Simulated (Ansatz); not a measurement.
# The Nb2NS2 MXene monolayer under a gate, part 2 of 2

Aim: charge, voltage and capacitance of the Nb2NS2 MXene monolayer in a field-effect set-up.

Ansatz 0.2.0; plane-wave DFT, PBE-D3(BJ), Ansatz PAW.

So far. Step 9 (Gated layer, added electrons -15×10¹³ per cm²): Against the uncharged case this takes -11.30 V.

## Step 12: Relaxing the charged layer, added electrons 15×10¹³ per cm²

input.yaml

```yaml
crystal:
  lattice:
    - [3.2730307972, 0.0, 0.0]
    - [-1.6365153986, 2.8345278178, 0.0]
    - [0.0, 0.0, 41.4961215702]
  atoms:
    - { symbol: S, position: [0.3333333333, 0.6666666667, 0.4337754787] }
    - { symbol: Nb, position: [0.6666666667, 0.3333333333, 0.4725217424] }
    - { symbol: "N", position: [0.0, 0.0, 0.5] }
    - { symbol: Nb, position: [0.3333333333, 0.6666666667, 0.5274782576] }
    - { symbol: S, position: [0.6666666667, 0.3333333333, 0.5662245213] }
  periodic: [true, true, false]
  symmetry: { detect: true }
total_charge: -0.139162
kpoints:
  mp_grid: { grid: [18, 18, 1] }
hamiltonian:
  xc: pbe
  dispersion: d3bj
scf:
  occupations: { method: fermi_dirac, width: 0.05 }
  convergence: { dr2_threshold: 1.0e-09 }
relax:
  f_tol: 0.003
  max_steps: 50
  constraints: [{ site: 2, fix: z }]
external_charges:
  - { charge: 0, barrier: 10, axis: 3, height: 26.996, sigma: 0.25 }
  - { charge: 0.139162, axis: 3, height: 28.496, sigma: 0.5 }
output:
  write_potential: true
  write_density: true
  volumetric_format: npy
```

Run with:

```console
ansatz run input.yaml --threads 4 --pin off --max-ram 12288MiB --backend cpu --events-out ev --progress --plain --runs-dir out
```

The job ended after 66 s (4 threads of Arm Neoverse V1, shared host; peak memory 0.82 GiB; 4.3 min of CPU time).

The steps of the relaxation:

```tsv
step	energy less that of the first step (eV)	largest force component (eV/Å)
1	0.0000	0.3033
2	-0.0035	0.1766
3	-0.0045	0.0316
4	-0.0046	0.0181
5	-0.0046	0.0195
6	-0.0044	0.0392
7	-0.0046	0.0016
```

Relaxation step 6 was tried and not accepted.

Forces are held to the 6 operations that the run works with; a distortion that breaks them can't arise in this run.

The atoms that moved most (Å):

```tsv
atom	dx	dy	dz	length
S5	0.000	0.000	0.035	0.035
Nb2	0.000	0.000	0.018	0.018
S1	0.000	0.000	0.018	0.018
Nb4	0.000	0.000	0.015	0.015
```

The relaxed structure:

```xyz
5
Lattice="3.2730 0.0000 0.0000 -1.6365 2.8345 0.0000 0.0000 0.0000 41.4961" Properties=species:S:1:pos:R:3
S     0.0000    1.8897   18.0178
Nb    1.6365    0.9448   19.6263
N     0.0000    0.0000   20.7481
Nb    0.0000    1.8897   21.9033
S     1.6365    0.9448   23.5309
```

This step gave:

- energy at zero smearing: -11299.9158 eV
- potential beyond the upper barrier and gate, less the barrier, from the Fermi level: -5.113 eV

The relaxation took 7 steps and lowered the energy by 0.0046 eV; the largest force on the free atoms ends at 0.0016 eV/Å.

## Step 13: A changed input

An input spoilt on purpose, to show how the run answers: it repeats the earlier run at 3 × 10¹³ added electrons per cm² with scf.occupations from occupations to Occupations, and scf.max_iter set to 75.

input.yaml, the sections that differ from step 12:

```yaml
total_charge: -0.027832
kpoints:
  mp_grid: { grid: [54, 54, 1] }
  band_path:
    path: [[0, 0, 0], [0.5, 0, 0], [0.33333333, 0.33333333, 0], [0, 0, 0]]
    npoints: 16
scf:
  Occupations: { method: fermi_dirac, width: 0.02585 }
  convergence: { dr2_threshold: 1.0e-10 }
  max_iter: 75
output:
  forces: true
  eigenvalues: true
  write_potential: true
  write_density: true
  volumetric_format: npy
external_charges:
  - { charge: 0, barrier: 10, axis: 3, height: 26.996, sigma: 0.25 }
  - { charge: 0.027832, axis: 3, height: 28.496, sigma: 0.5 }
# crystal, hamiltonian: as in step 12
# relax: removed
```

Elapsed: 0.02 s, on 4 threads; peak memory 0.022 GiB.

The input was rejected at the start.

The program's message: “Error: YAML parse error: error: line 24 column 3: unknown field `Occupations`, expected one of max_iter, algorithm, n_extra_bands, self_checks, convergence, lower_state_search, omitted_lower_state_che …”

A key was misspelt on purpose.

## Step 14: Varying the input: basis.ecutwfc = "800 eV"

Another changed input: it repeats the earlier run at 3 × 10¹³ added electrons per cm² with basis.ecutwfc to 800 eV.

Edit input.yaml of step 13 so:

```diff
@@ -23,5 +23,4 @@
 scf:
-  Occupations: { method: fermi_dirac, width: 0.02585 }
+  occupations: { method: fermi_dirac, width: 0.02585 }
   convergence: { dr2_threshold: 1.0e-10 }
-  max_iter: 75
 output:
@@ -35 +34,3 @@
   - { charge: 0.027832, axis: 3, height: 28.496, sigma: 0.5 }
+basis:
+  ecutwfc: "800 eV"
```

It took 6.3 min on 4 threads; peak memory 5.2 GiB; 25 min of CPU time.

Numbers from this step:

| Quantity | Value |
| --- | --- |
| energy at zero smearing | -11299.9872 eV |
| potential beyond the upper barrier and gate, less the barrier, from the Fermi level | 3.176 eV |

Electronic bands along the path, in eV, zero at the Fermi level:

```tsv
point	band 18	band 19	band 20	band 21	band 22	band 23	band 24	band 25
Γ	-2.40	-1.37	-1.37	-0.77	-0.77	-0.37	0.74	1.11
halfway	-2.64	-2.42	-1.97	-1.94	0.14	0.51	1.06	1.97
M	-2.88	-2.62	-2.39	-2.00	0.86	1.30	1.54	2.17
halfway	-3.51	-3.13	-2.91	-1.33	0.91	0.92	1.57	2.48
K	-3.83	-3.54	-3.50	-0.12	-0.11	0.38	2.18	2.18
halfway	-3.14	-2.64	-2.49	-1.04	-0.69	1.21	1.60	1.95
Γ	-2.40	-1.37	-1.37	-0.77	-0.77	-0.37	0.74	1.11
```

Force by atom:

```tsv
atom	x (eV/Å)	y (eV/Å)	z (eV/Å)	size
S1	0.0000	0.0000	0.0008	0.0008
Nb2	0.0000	0.0000	0.0342	0.0342
N3	0.0000	0.0000	-0.0023	0.0023
Nb4	0.0000	0.0000	-0.0680	0.0680
S5	0.0000	0.0000	0.0376	0.0376
```

```tsv
quantity	this run	earlier run	difference
potential beyond the upper barrier and gate, less the barrier, from the Fermi level (eV)	3.176	3.176	-1.0e-4
```

Nothing in the table moves by 0.01 in its unit.

## Step 15: Results

```yaml
gap_with_uncharged_gates: none
gate_voltage_at_15x1e13_holes_per_cm2: -11.30 V
gate_voltage_at_15x1e13_electrons_per_cm2: +10.58 V
total_capacitance_near_11p5x1e13_holes_per_cm2: 2.11 µF/cm²
```

**Reading.** Putting 15×10¹³ holes per cm² on the layer takes -11.30 V on the gate; how far the Fermi level moves against the bands is taken for single layers without spin and with an even electron count alone. Plates 5 Å apart would give 1.77 µF/cm² in vacuum; the computed total runs from 2.1 to 2.34 µF/cm². A value over that of the plates means that the screening charge has its centre outside the outer atoms; a low density of states works the other way. Few carriers sample few k-points, so the slopes at the lowest densities depend on the mesh and on the temperature. The gates are charged sheets behind model barriers, not atoms. The first relaxation ran with spin and lost its moment, and the later runs have none; other magnetic states were not tried. Spin-orbit coupling is left out. The MXene's terminations sit over the metal atoms of its far layer; the site over carbon or nitrogen, which some compounds prefer, was not run.

[Logs are printed without paths, hosts, clocks, repeated set-up lines and the standing remarks that a program may print on its own settings, such as how far it seeks lower states.]

[Hosts, paths, dates, database ids (printed as entryN), source tags and the programs' standing remarks are cut or masked in the printed files.]

[Maps of the electrostatic potential energy from Ansatz leave out the sawtooth potential of an applied field or a dipole correction, so their vacuum need not be flat; planar profiles and work functions include it.]
